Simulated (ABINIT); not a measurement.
# Diamond (Fd-3m, 2 atoms a cell): G0W0 in ABINIT against the plane-wave cutoff, part 2 of 2

Aim: move the plane-wave cutoff of a G0W0 run on Diamond (Fd-3m, 2 atoms a cell) over a wide range.

ABINIT 10.8.3; PBE and many-body steps on it, plane waves. Known limits of the many-body steps: not at the basis limit.

So far. Step 5 (Empty states on the mesh, 8×8×8 mesh, 64 bands): On this mesh the gap is 4.189 eV. Step 6 (Screening, 8×8×8 mesh, 56 bands, screening to 261.2 eV): Local fields lower ε∞ by 7 %.

## Step 8: Screening, 8×8×8 mesh, 56 bands, screening to 261.2 eV

This step: RPA screening on PBE, plane waves, norm-conserving pseudopotentials.

File run.abi:

```
acell 3*1.0 Angstrom
rprim 
  -0.000000000000 1.783370000000 1.783370000000
  1.783370000000 -0.000000000000 1.783370000000
  1.783370000000 1.783370000000 0.000000000000
ntypat 1
znucl 6
natom 2
typat 1 1
xred 
  -0.000000000000 0.000000000000 0.000000000000
  0.250000000000 0.250000000000 0.250000000000
pp_dirpath "pseudos"
pseudos "C.upf"
ecut 30
ngkpt 8 8 8
nshiftk 1
shiftk 0 0 0
kptopt 1
chksymbreak 0
istwfk *1
occopt 1
irdwfk 1
optdriver 3
nband 56
ecuteps 9.6
inclvkb 2
awtr 1
symchi 1
indata_prefix "in"
outdata_prefix "out"
tmpdata_prefix "tmp"
```

The run is started by

```sh
> OMP_NUM_THREADS=1 mpirun -n 8 abinit run.abi > log
```

The log of the run:

```text
.Version 10.8.3 of ABINIT. v10.8.2 released Aug 2026.

 Symmetries : space group Fd -3 m (#227); Bravais cF (face-center cubic)
[... echo of the input left out ...]
== DATASET  1 ==================================================================
-   mpi_nproc: 8, omp_nthreads: 1 (-1 if OMP is not activated)

--- !DatasetInfo
iteration_state: {dtset: 1, }
dimensions: {natom: 2, nkpt: 29, mband: 56, nsppol: 1, nspinor: 1, nspden: 1, mpw: 620, }
cutoff_energies: {ecut:  30.0, pawecutdg:  -1.0, }
electrons: {nelect:   8.00000000E+00, charge:   0.00000000E+00, occopt:   1.00000000E+00, tsmear:   1.00000000E-02, }

 SCREENING: Calculation of the susceptibility and dielectric matrices

 Based on a program developped by R.W. Godby, V. Olevano, G. Onida, and L. Reining.
 Incorporated in ABINIT by V. Olevano, G.-M. Rignanese, and M. Torrent.
.Using double precision arithmetic ; gwpc =  8

[... cell and pseudopotentials left out ...]
--------------------------------------------------------------------------------

 ==== K-mesh for the wavefunctions ====
 Number of points in the irreducible wedge :    29
[... list of points left out ...]
 Together with 48 symmetry operations and time-reversal symmetry
 yields   512 points in the full Brillouin Zone.

 ==== Q-mesh for the screening function ====
 Number of points in the irreducible wedge :    29
[... list of points left out ...]
 Together with 48 symmetry operations and time-reversal symmetry
 yields   512 points in the full Brillouin Zone.

 setmesh: FFT mesh size selected  =    20x   20x   20
          total number of points  =         8000

 vcoul_init : cutoff-mode = AUXILIARY_FUNCTION
 q-points for optical limit:   1
     1)      0.000010    0.000020    0.000030

- screening: taking advantage of time-reversal symmetry
- Maximum band index for partially occupied states nbvw = 4
- Remaining bands to be divided among processors   nbcw = 52
- Number of bands treated by each node ~6

 Number of electrons calculated from density =    8.0000; Expected =    8.0000
 average of density, n =  0.104505
 r_s =    1.3170
 omega_plasma =   31.1835 [eV]

 calculating chi0 at frequencies [eV] :
  1    0.000000E+00    0.000000E+00
  2    0.000000E+00    3.118352E+01

--------------------------------------------------------------------------------
  q-point number  1        q = ( 0.000000, 0.000000, 0.000000) [r.l.u.]
--------------------------------------------------------------------------------
[... chi0 elements left out ...]
 For q-point:  0.000010 0.000020 0.000030
  dielectric constant =   5.5172
  dielectric constant without local fields =   5.9568

  Average fulfillment of the sum rule on Im[epsilon] for q-point    1 :     85.44  [%]
[... wings left out ...]
  q-point number  2        q = ( 0.125000, 0.000000, 0.000000) [r.l.u.]
--------------------------------------------------------------------------------
[... chi0 elements left out ...]
  Average fulfillment of the sum rule on Im[epsilon] for q-point    2 :     97.24  [%]

 [... 27 further q-points ...]
```

Wall time 22 s (8 MPI ranks of Arm Neoverse V1, shared host); peak memory 0.98 GiB.

Numbers from this step:

```
ε∞ with local fields, on this mesh, along the program's q direction : 5.517
the same without local fields                                       : 5.957
plasma frequency                                                    : 31.18 eV
plane waves in the screening matrix                                 : 113
```

## Step 9: 30 Ha

The self-energy is evaluated for the states that the input lists, and the levels follow from it, in one-shot runs by the linearised quasiparticle equation.

This step: G0W0 on PBE, plane waves, norm-conserving pseudopotentials.

run.abi: that of step 8 with these lines changed.

```diff
@@ -23,8 +23,17 @@
 irdwfk 1
-optdriver 3
+optdriver 4
 nband 56
+gwcalctyp 0
+ecutsigx 30
+symsigma 1
+nkptgw 2
+kptgw 
+  0.0000000000 0.0000000000 0.0000000000
+  0.3750000000 0.3750000000 0.0000000000
+bdgw 
+  2 7
+  3 6
 ecuteps 9.6
-inclvkb 2
-awtr 1
-symchi 1
+irdscr 1
+ppmodel 1
 indata_prefix "in"
```

The log of the run:

```text
.Version 10.8.3 of ABINIT. v10.8.2 released Aug 2026.

 Symmetries : space group Fd -3 m (#227); Bravais cF (face-center cubic)
[... echo of the input left out ...]
== DATASET  1 ==================================================================
-   mpi_nproc: 8, omp_nthreads: 1 (-1 if OMP is not activated)

--- !DatasetInfo
iteration_state: {dtset: 1, }
dimensions: {natom: 2, nkpt: 29, mband: 56, nsppol: 1, nspinor: 1, nspden: 1, mpw: 620, }
cutoff_energies: {ecut:  30.0, pawecutdg:  -1.0, }
electrons: {nelect:   8.00000000E+00, charge:   0.00000000E+00, occopt:   1.00000000E+00, tsmear:   1.00000000E-02, }

 SIGMA: Calculation of the GW corrections

 Based on a program developped by R.W. Godby, V. Olevano, G. Onida, and L. Reining.
 Incorporated in ABINIT by V. Olevano, G.-M. Rignanese, and M. Torrent.
.Using double precision arithmetic ; gwpc =  8

[... cell and pseudopotentials left out ...]
--------------------------------------------------------------------------------

 ==== K-mesh for the wavefunctions ====
 Number of points in the irreducible wedge :    29
[... list of points left out ...]
 Together with 48 symmetry operations and time-reversal symmetry
 yields   512 points in the full Brillouin Zone.

 ==== Q-mesh for screening function ====
 Number of points in the irreducible wedge :    29
[... list of points left out ...]
 Together with 48 symmetry operations and time-reversal symmetry
 yields   512 points in the full Brillouin Zone.

 vcoul_init : cutoff-mode = AUXILIARY_FUNCTION
 q-points for optical limit:   1
     1)      0.000010    0.000020    0.000030
 setmesh: FFT mesh size selected  =    24x   24x   24
          total number of points  =        13824

 Number of electrons calculated from density =    8.0000; Expected =    8.0000
[...]
number of omega for Sigma on real axis              0
 max omega for Sigma on real axis  [eV]           0.00
 zcut for avoiding poles [eV]                     0.10

 EPSILON^-1 parameters (SCR file):
 dimension of the eps^-1 matrix on file            113
 dimension of the eps^-1 matrix used               113
 number of plane-waves for wavefunctions           609
 number of bands                                    56
 number of q-points in IBZ                          29
 number of frequencies                               2
 number of real frequencies                          1
 number of imag frequencies                          1

 matrix elements of self-energy operator (all in [eV])

 Perturbative Calculation

--- !SelfEnergy_ee
iteration_state: {dtset: 1, }
kpoint     : [   0.000,    0.000,    0.000, ]
spin       : 1
KS_gap     :    5.635
QP_gap     :    7.413
Delta_QP_KS:    1.778
data: !SigmaeeData |
     Band     E0 <VxcDFT>   SigX SigC(E0)      Z dSigC/dE  Sig(E)    E-E0       E
        2  10.299 -16.963 -19.290   1.551   0.831  -0.203 -17.608  -0.645   9.655
        3  10.299 -16.963 -19.290   1.551   0.831  -0.203 -17.608  -0.645   9.655
        4  10.299 -16.963 -19.290   1.551   0.831  -0.203 -17.608  -0.645   9.655
[...]
--- !SelfEnergy_ee
iteration_state: {dtset: 1, }
kpoint     : [   0.375,    0.375,    0.000, ]
spin       : 1
KS_gap     :    9.939
QP_gap     :   11.596
Delta_QP_KS:    1.657
data: !SigmaeeData |
     Band     E0 <VxcDFT>   SigX SigC(E0)      Z dSigC/dE  Sig(E)    E-E0       E
[...]
5  14.484 -14.092  -8.674  -4.675   0.842  -0.188 -13.466   0.626  15.111
        6  17.098 -13.237  -7.305  -5.216   0.843  -0.186 -12.633   0.604  17.701

== END DATASET(S) ==============================================================
================================================================================

 -outvars: echo values of variables after computation  --------
           etotal      0.0000000000E+00
            nband          56
             nkpt          29
          spgroup         227
 [... the other variables as echoed above ...]

 Calculation completed.
```

It took 4.2 s on 8 MPI ranks; peak memory 1.1 GiB.

Numbers from this step:

```yaml
g0w0_gap_on_the_points_computed: 5.456 eV
starting_gap_on_the_mesh: 4.185 eV
k_of_the_valence_top: 0, 0, 0
k_of_the_conduction_bottom: 0.375, 0.375, 0
z_at_the_valence_top: 0.831
z_at_the_conduction_bottom: 0.842
least_direct_g0w0_gap_on_the_computed_points: 7.413 eV
```

The gap on the mesh goes from 4.18 eV to 5.46 eV, a correction of +1.27 eV.

## Step 10: Screening, 8×8×8 mesh, 56 bands, screening to 261.2 eV

This step: RPA screening on PBE, plane waves, norm-conserving pseudopotentials.

run.abi: that of step 9 with these lines changed.

```diff
@@ -14,3 +14,3 @@
 pseudos "C.upf"
-ecut 30
+ecut 37
 ngkpt 8 8 8
@@ -23,17 +23,8 @@
 irdwfk 1
-optdriver 4
+optdriver 3
 nband 56
-gwcalctyp 0
-ecutsigx 30
-symsigma 1
-nkptgw 2
-kptgw 
-  0.0000000000 0.0000000000 0.0000000000
-  0.3750000000 0.3750000000 0.0000000000
-bdgw 
-  2 7
-  3 6
 ecuteps 9.6
-irdscr 1
-ppmodel 1
+inclvkb 2
+awtr 1
+symchi 1
 indata_prefix "in"
```

The log of the run:

```text
.Version 10.8.3 of ABINIT. v10.8.2 released Aug 2026.

 Symmetries : space group Fd -3 m (#227); Bravais cF (face-center cubic)
[... echo of the input left out ...]
== DATASET  1 ==================================================================
-   mpi_nproc: 8, omp_nthreads: 1 (-1 if OMP is not activated)

--- !DatasetInfo
iteration_state: {dtset: 1, }
dimensions: {natom: 2, nkpt: 29, mband: 56, nsppol: 1, nspinor: 1, nspden: 1, mpw: 869, }
cutoff_energies: {ecut:  37.0, pawecutdg:  -1.0, }
[...]
--------------------------------------------------------------------------------
[... chi0 elements left out ...]
 For q-point:  0.000010 0.000020 0.000030
  dielectric constant =   5.5095
  dielectric constant without local fields =   5.9484

  Average fulfillment of the sum rule on Im[epsilon] for q-point    1 :     85.44  [%]
[... wings left out ...]
  q-point number  2        q = ( 0.125000, 0.000000, 0.000000) [r.l.u.]
--------------------------------------------------------------------------------
[... chi0 elements left out ...]
  Average fulfillment of the sum rule on Im[epsilon] for q-point    2 :     97.24  [%]

 [... 27 further q-points ...]
```

Elapsed: 22 s, on 8 MPI ranks; peak memory 1 GiB.

Numbers from this step:

| Quantity | Value |
| --- | --- |
| ε∞ with local fields, on this mesh, along the program's q direction | 5.510 |
| the same without local fields | 5.948 |
| plasma frequency | 31.18 eV |
| plane waves in the screening matrix | 113 |

## Step 11: 37 Ha

This step: G0W0 on PBE, plane waves, norm-conserving pseudopotentials.

run.abi: that of step 10 with these lines changed.

```diff
@@ -23,8 +23,17 @@
 irdwfk 1
-optdriver 3
+optdriver 4
 nband 56
+gwcalctyp 0
+ecutsigx 37
+symsigma 1
+nkptgw 2
+kptgw 
+  0.0000000000 0.0000000000 0.0000000000
+  0.3750000000 0.3750000000 0.0000000000
+bdgw 
+  2 7
+  3 6
 ecuteps 9.6
-inclvkb 2
-awtr 1
-symchi 1
+irdscr 1
+ppmodel 1
 indata_prefix "in"
```

The log of the run:

```text
.Version 10.8.3 of ABINIT. v10.8.2 released Aug 2026.

 Symmetries : space group Fd -3 m (#227); Bravais cF (face-center cubic)
[... echo of the input left out ...]
== DATASET  1 ==================================================================
-   mpi_nproc: 8, omp_nthreads: 1 (-1 if OMP is not activated)

--- !DatasetInfo
iteration_state: {dtset: 1, }
dimensions: {natom: 2, nkpt: 29, mband: 56, nsppol: 1, nspinor: 1, nspden: 1, mpw: 869, }
cutoff_energies: {ecut:  37.0, pawecutdg:  -1.0, }
[...]
Band     E0 <VxcDFT>   SigX SigC(E0)      Z dSigC/dE  Sig(E)    E-E0       E
[...]
5  14.483 -14.094  -8.673  -4.677   0.842  -0.188 -13.467   0.627  15.110
        6  17.096 -13.238  -7.304  -5.217   0.843  -0.186 -12.633   0.605  17.701

== END DATASET(S) ==============================================================
================================================================================

 -outvars: echo values of variables after computation  --------
           etotal      0.0000000000E+00
            nband          56
             nkpt          29
          spgroup         227
 [... the other variables as echoed above ...]

 Calculation completed.
```

The job ended after 4.5 s (8 MPI ranks; peak memory 1 GiB; 35 s of CPU time).

Numbers from this step:

* G0W0 gap on the points computed: 5.467 eV
* starting gap on the mesh: 4.190 eV
* k of the valence top: 0, 0, 0
* k of the conduction bottom: 0.375, 0.375, 0
* least direct G0W0 gap on the computed points: 7.408 eV

Against the run before, the gap moves by +0.011 eV.

## Step 12: Screening, 8×8×8 mesh, 56 bands, screening to 261.2 eV

This step: RPA screening on PBE, plane waves, norm-conserving pseudopotentials.

run.abi: that of step 11 with these lines changed.

```diff
@@ -14,3 +14,3 @@
 pseudos "C.upf"
-ecut 37
+ecut 46
 ngkpt 8 8 8
@@ -23,17 +23,8 @@
 irdwfk 1
-optdriver 4
+optdriver 3
 nband 56
-gwcalctyp 0
-ecutsigx 37
-symsigma 1
-nkptgw 2
-kptgw 
-  0.0000000000 0.0000000000 0.0000000000
-  0.3750000000 0.3750000000 0.0000000000
-bdgw 
-  2 7
-  3 6
 ecuteps 9.6
-irdscr 1
-ppmodel 1
+inclvkb 2
+awtr 1
+symchi 1
 indata_prefix "in"
```

The log of the run:

```text
.Version 10.8.3 of ABINIT. v10.8.2 released Aug 2026.

 Symmetries : space group Fd -3 m (#227); Bravais cF (face-center cubic)
[... echo of the input left out ...]
== DATASET  1 ==================================================================
-   mpi_nproc: 8, omp_nthreads: 1 (-1 if OMP is not activated)

--- !DatasetInfo
iteration_state: {dtset: 1, }
dimensions: {natom: 2, nkpt: 29, mband: 56, nsppol: 1, nspinor: 1, nspden: 1, mpw: 1158, }
cutoff_energies: {ecut:  46.0, pawecutdg:  -1.0, }
[...]
--------------------------------------------------------------------------------
[... chi0 elements left out ...]
 For q-point:  0.000010 0.000020 0.000030
  dielectric constant =   5.5098
  dielectric constant without local fields =   5.9488

  Average fulfillment of the sum rule on Im[epsilon] for q-point    1 :     85.44  [%]
[... wings left out ...]
  q-point number  2        q = ( 0.125000, 0.000000, 0.000000) [r.l.u.]
--------------------------------------------------------------------------------
[... chi0 elements left out ...]
  Average fulfillment of the sum rule on Im[epsilon] for q-point    2 :     97.24  [%]

 [... 27 further q-points ...]
```

Elapsed: 47 s, on 8 MPI ranks; peak memory 1.3 GiB.

This step gave:

```
ε∞ with local fields, on this mesh, along the program's q direction : 5.510
the same without local fields                                       : 5.949
plasma frequency                                                    : 31.18 eV
plane waves in the screening matrix                                 : 113
```

## Step 13: 46 Ha

This step: G0W0 on PBE, plane waves, norm-conserving pseudopotentials.

run.abi: that of step 12 with these lines changed.

```diff
@@ -23,8 +23,17 @@
 irdwfk 1
-optdriver 3
+optdriver 4
 nband 56
+gwcalctyp 0
+ecutsigx 46
+symsigma 1
+nkptgw 2
+kptgw 
+  0.0000000000 0.0000000000 0.0000000000
+  0.3750000000 0.3750000000 0.0000000000
+bdgw 
+  2 7
+  3 6
 ecuteps 9.6
-inclvkb 2
-awtr 1
-symchi 1
+irdscr 1
+ppmodel 1
 indata_prefix "in"
```

The log of the run:

```text
.Version 10.8.3 of ABINIT. v10.8.2 released Aug 2026.

 Symmetries : space group Fd -3 m (#227); Bravais cF (face-center cubic)
[... echo of the input left out ...]
== DATASET  1 ==================================================================
-   mpi_nproc: 8, omp_nthreads: 1 (-1 if OMP is not activated)

--- !DatasetInfo
iteration_state: {dtset: 1, }
dimensions: {natom: 2, nkpt: 29, mband: 56, nsppol: 1, nspinor: 1, nspden: 1, mpw: 1158, }
cutoff_energies: {ecut:  46.0, pawecutdg:  -1.0, }
[...]
Band     E0 <VxcDFT>   SigX SigC(E0)      Z dSigC/dE  Sig(E)    E-E0       E
[...]
5  14.482 -14.094  -8.673  -4.677   0.842  -0.188 -13.468   0.627  15.109
        6  17.096 -13.238  -7.304  -5.217   0.843  -0.186 -12.634   0.605  17.700

== END DATASET(S) ==============================================================
================================================================================

 -outvars: echo values of variables after computation  --------
           etotal      0.0000000000E+00
            nband          56
             nkpt          29
          spgroup         227
 [... the other variables as echoed above ...]

 Calculation completed.
```

It took 5.1 s on 8 MPI ranks; peak memory 1.3 GiB.

This step gave:

| Item | Value |
| --- | --- |
| G0W0 gap on the points computed | 5.466 eV |
| starting gap on the mesh | 4.189 eV |
| k of the valence top | 0, 0, 0 |
| k of the conduction bottom | 0.375, 0.375, 0 |
| least direct G0W0 gap on the computed points | 7.406 eV |

Against the run before, the gap moves by −0.001 eV.

## Step 14: The runs together

Times are wall times on 8 MPI ranks of Arm Neoverse V1, shared host, good to a factor of about two. A run's time includes the screening step that it read.

```csv
run,mesh,bands,screening cutoff (eV),DFT gap (eV),gap on the mesh (eV),direct (eV),ε∞ used,time
22 Ha,8×8×8,56,261.2,4.052,5.325,7.418,5.54,26 s
30 Ha,8×8×8,56,261.2,4.185,5.456,7.413,5.52,26 s
37 Ha,8×8×8,56,261.2,4.190,5.467,7.408,5.51,26 s
46 Ha,8×8×8,56,261.2,4.189,5.466,7.406,5.51,52 s
```

## Step 15: Results

| Item | Value |
| --- | --- |
| 22 Ha | 5.325 eV |
| 30 Ha | 5.456 eV |
| 37 Ha | 5.467 eV |
| 46 Ha | 5.466 eV |
| known limits | not at the basis limit |

**Reading.** The setting moved: plane-wave cutoff. From 22 Ha to 46 Ha the gap moves by +0.14 eV, for 2.0 times the time. It holds to 0.03 eV from 30 Ha on. Bands and screening cutoff are coupled, so a series along one setting does not show full convergence. Bands and cutoff are finite, so the gap is not at the basis limit. The miss can reach some tenths of an eV and take either sign; the mesh is an error of its own. In the first G0W0 run levels were corrected at 2 k points alone, so a gap called «on the mesh» is the least over those, and an edge elsewhere would be missed.

[Paths, hosts, dates, memory and timing lines, banners, echoed tables and standing remarks are left out of the program output.]

[Logs are printed without paths, hosts, clocks, repeated set-up lines and the standing remarks that a program may print on its own settings, such as how far it seeks lower states.]

[Runs of the session that timed out or met a known fault of the program may be left out.]

[No measured gap is set beside runs whose start may be inverted or whose files or cutoffs have a known fault.]

[Hosts, paths, dates, database ids (printed as entryN), source tags and the programs' standing remarks are cut or masked in the printed files.]

[G0W0 gaps are taken among the corrected bands and points alone; a level outside them can change the order at an edge.]

[Where Ansatz stands beside ABINIT at settings called matched, ABINIT's density can come from a denser mesh and the files from another edition; pairs whose starting gaps differed by over 0.03 eV were left out, so agreement reads better than it is.]
